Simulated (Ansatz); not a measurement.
**How the smearing shapes the phonons of Pd-Ti-Pd stack of (111) layers**

Aim: see how the phonons of Pd-Ti-Pd stack of (111) layers along the first symmetry line respond to the electronic smearing. The first relaxation steps of the session are not shown, so no cell shown is the starting entry, unless a step says so.

Method: DFT PBEsol, scalar-relativistic, plane waves, PAW; PAW set soft_1, in Ansatz 0.2.0.

Report form: the programs' logs are mostly left out.

### Step 1. The cell after earlier relaxation steps

The cell holds 3 atoms: 2 Pd and 1 Ti. Cell: a = 2.768 Å, b = 2.768 Å, c = 33.345 Å, α = 90.0°, β = 90.0°, γ = 120.0°. Vacuum lies along c.

### Step 2. Tight relaxation

Phonons are second derivatives about the minimum, so the remaining forces must be small: the thresholds are tightened. Earlier relaxation steps are not shown.

Input file input.yaml:

```yaml
crystal:
  lattice:
    - [2.7680106383, 2.734e-06, 0.0]
    - [-1.3840076869, 2.3971661637, 0.0]
    - [0.0, 0.0, 33.3453454395]
  atoms:
    - { symbol: Pd, position: [0.0, 0.0, 0.1734225607] }
    - { symbol: Ti, position: [0.3333333333, 0.6666666667, 0.2365048224] }
    - { symbol: Pd, position: [0.6666666667, 0.3333333333, 0.299587084] }
  periodic: [true, true, false]
kpoints:
  mp_grid: { grid: [12, 12, 1] }
hamiltonian:
  xc: pbesol
  pseudopotentials: { kind: paw, azcp: { folder: soft_1 }, xc_functional: pbe }
scf:
  occupations: { method: methfessel_paxton, width: 0.2 }
output:
  forces: true
  stress: true
  eigenvalues: true
relax:
  adjacent_minimum: "off"
  f_tol: 0.001
  max_steps: 60
  cell: { stress_2d_tol: 0.002 }
```

Started as:

```bash
> ansatz run input.yaml --threads 4 --pin off --max-ram 12288MiB --backend cpu --events-out ev --progress --plain --runs-dir out
```

Elapsed: 13 s, on 4 threads of Intel Xeon 6975P-C (Granite Rapids), shared host; peak memory 0.65 GiB; 46 s of CPU time.

Little changed from the start: no atom moved by 0.005 Å and no cell edge by 0.1 %.

This step gave:

```
metallic on mesh  : yes
gap on the k-mesh : 0 eV
```

### Step 3. Wavevectors along a line: Fermi–Dirac smearing of 0.1 eV

The smearing blurs the Fermi surface that screens the phonons; a Fermi–Dirac width is an electronic temperature.

Input file input.yaml:

```yaml
crystal:
  lattice:
    - [2.7684702306, 2.7345e-06, 0.0]
    - [-1.3842374834, 2.3975641821, 0.0]
    - [0.0, 0.0, 33.3453454395]
  atoms:
    - { symbol: Pd, position: [0.0, 0.0, 0.1734444451] }
    - { symbol: Ti, position: [0.3333333333, 0.6666666667, 0.2365048224] }
    - { symbol: Pd, position: [0.6666666667, 0.3333333333, 0.2995651996] }
  periodic: [true, true, false]
kpoints:
  mp_grid: { grid: [18, 18, 1] }
hamiltonian:
  xc: pbesol
  pseudopotentials: { kind: paw, azcp: { folder: soft_1 }, xc_functional: pbe }
scf:
  occupations: { method: fermi_dirac, width: 0.1 }
output:
  eigenvalues: true
phonons:
  method: dfpt
  qpoints:
    - [0, 0, 0]
    - [0.166666667, 0.0, 0.0]
    - [0.333333333, 0.0, 0.0]
    - [0.5, 0.0, 0.0]
```

Wall time 13 min (4 threads); peak memory 4.4 GiB; 50 min of CPU time.

Each wavevector solved by linear response. Frequency against |q| along the line; 7 of 9 lines:

```csv
|q| along the line (Å⁻¹),mode 1 (cm⁻¹),mode 2 (cm⁻¹),mode 3 (cm⁻¹),mode 4 (cm⁻¹),mode 5 (cm⁻¹),mode 6 (cm⁻¹),mode 7 (cm⁻¹)
0.000,0,0,0,52.2,52.2,114,114
0.437,41.9,57.0,74.1,93.6,107,123,133
0.874,94.3,97.3,104,124,164,166,173
1.310,107,112,117,148,182,192,198
```

### Step 4. Phonons along a line: Fermi–Dirac smearing of 0.25 eV

Each wavevector is solved by itself, so no interpolation smooths a dip of the branch.

Edit input.yaml of step 3 so:

```diff
@@ -16,3 +16,3 @@
 scf:
-  occupations: { method: fermi_dirac, width: 0.1 }
+  occupations: { method: fermi_dirac, width: 0.25 }
 output:
```

Wider smearing eases the sum over k-points of a metal but moves the result away from its zero-temperature value.

Wall time 11 min (4 threads); peak memory 4.4 GiB.

Each wavevector solved by linear response. Table of frequency by |q| along the line; 7 of 9 lines:

```csv
|q| along the line (Å⁻¹),mode 1 (cm⁻¹),mode 2 (cm⁻¹),mode 3 (cm⁻¹),mode 4 (cm⁻¹),mode 5 (cm⁻¹),mode 6 (cm⁻¹),mode 7 (cm⁻¹)
0.000,0,0,0,51,51,110,110
0.437,39.5,54.6,73.1,90.1,106,121,127
0.874,90.8,95.7,103,122,162,163,173
1.310,111,113,116,144,182,189,197
```

Against step 3 (now smearing width 0.25 eV), the free energy moves by -69.3 meV an atom.

### Step 5. Phonons along a line: Fermi–Dirac smearing of 0.04 eV

Edit input.yaml of step 4 so:

```diff
@@ -16,3 +16,3 @@
 scf:
-  occupations: { method: fermi_dirac, width: 0.25 }
+  occupations: { method: fermi_dirac, width: 0.04 }
 output:
```

Narrower smearing comes nearer the zero-temperature value but asks more of the mesh.

Run time: 8.5 min. Hardware: 4 threads; peak memory 4 GiB.

Each wavevector solved by linear response. Frequency against |q| along the line; 7 of 9 lines:

```csv
|q| along the line (Å⁻¹),mode 1 (cm⁻¹),mode 2 (cm⁻¹),mode 3 (cm⁻¹),mode 4 (cm⁻¹),mode 5 (cm⁻¹),mode 6 (cm⁻¹),mode 7 (cm⁻¹)
0.000,0,0,0,52.2,52.2,114,114
0.437,42.5,57.9,74.9,95.3,108,124,134
0.874,96.0,97.7,104,126,165,166,173
1.310,94.8,113,117,149,178,192,198
```

Against step 3 (now smearing width 0.04 eV), the free energy moves by +9.0 meV an atom.

### Step 6. Wavevectors along a line: Methfessel–Paxton smearing of 0.2 eV

Edit input.yaml of step 5 so:

```diff
@@ -16,3 +16,3 @@
 scf:
-  occupations: { method: fermi_dirac, width: 0.04 }
+  occupations: { method: methfessel_paxton, width: 0.2 }
 output:
```

The job ended after 10 min (4 threads; peak memory 4.4 GiB; 40 min of CPU time).

Each wavevector solved by linear response. The frequency by |q| along the line; 7 of 9 lines:

```csv
|q| along the line (Å⁻¹),mode 1 (cm⁻¹),mode 2 (cm⁻¹),mode 3 (cm⁻¹),mode 4 (cm⁻¹),mode 5 (cm⁻¹),mode 6 (cm⁻¹),mode 7 (cm⁻¹)
0.000,0,0,0,52.2,52.2,115,115
0.437,42.6,58.1,74.9,95.2,108,123,135
0.874,95.9,97.9,105,126,165,167,173
1.310,98.7,113,117,150,180,191,198
```

Against step 3 (now occupations Methfessel-Paxton and smearing width 0.2 eV), the free energy moves by +10.9 meV an atom.

### Step 7. Smearing and the soft branch

Table of lowest frequency by |q| along the line:

```csv
|q| along the line (Å⁻¹),"fermi dirac 0.1 eV, k 18x18x1 (cm⁻¹)","fermi dirac 0.25 eV, k 18x18x1 (cm⁻¹)","fermi dirac 0.04 eV, k 18x18x1 (cm⁻¹)","methfessel paxton 0.2 eV, k 18x18x1 (cm⁻¹)"
0.000,0,0,0,0
0.437,41.9,39.5,42.5,42.6
0.874,94.3,90.8,96.0,95.9
1.310,107,111,94.8,98.7
```

### Step 8. What came out

```yaml
phonon_run_of_the_rows_without_a_label_of_their_own: PBEsol, k 18×18×1
lowest_branch_at_the_last_solved_point_fermi_dirac_0p1_ev: 107 cm⁻¹ at |q| = 1.31 Å⁻¹
lowest_branch_at_the_last_solved_point_fermi_dirac_0p25_ev: 111 cm⁻¹ at |q| = 1.31 Å⁻¹
lowest_branch_at_the_last_solved_point_fermi_dirac_0p04_ev: 94.8 cm⁻¹ at |q| = 1.31 Å⁻¹
lowest_branch_at_the_last_solved_point_methfessel_paxton_0p2_ev: 98.7 cm⁻¹ at |q| = 1.31 Å⁻¹
```

What this shows: A branch softens as the smearing narrows, the mark of a Kohn anomaly. The line holds 4 wavevectors, so a narrow dip between them would be missed. Between Fermi–Dirac 0.25 eV and Fermi–Dirac 0.04 eV the largest change, with modes counted by rank of frequency, is in mode 8 at |q| = 1.31 Å⁻¹, from 241 to 209 cm⁻¹, a softening that marks strong screening by the Fermi surface at that wavevector. Where branches cross, a count by rank can hide a softening. At the narrowest width the k mesh may not resolve the Fermi surface, so part of the change can be mesh noise. The PAW files were made for PBE; under other functionals the run regenerates their frozen core. The structure was built by hand as an ordered model, and its stability against other phases was not tested.

[Logs are printed without paths, hosts, clocks, repeated set-up lines and the standing remarks that a program may print on its own settings, such as how far it seeks lower states.]

[Hosts, paths, dates, database ids (printed as entryN), source tags and the programs' standing remarks are cut or masked in the printed files.]
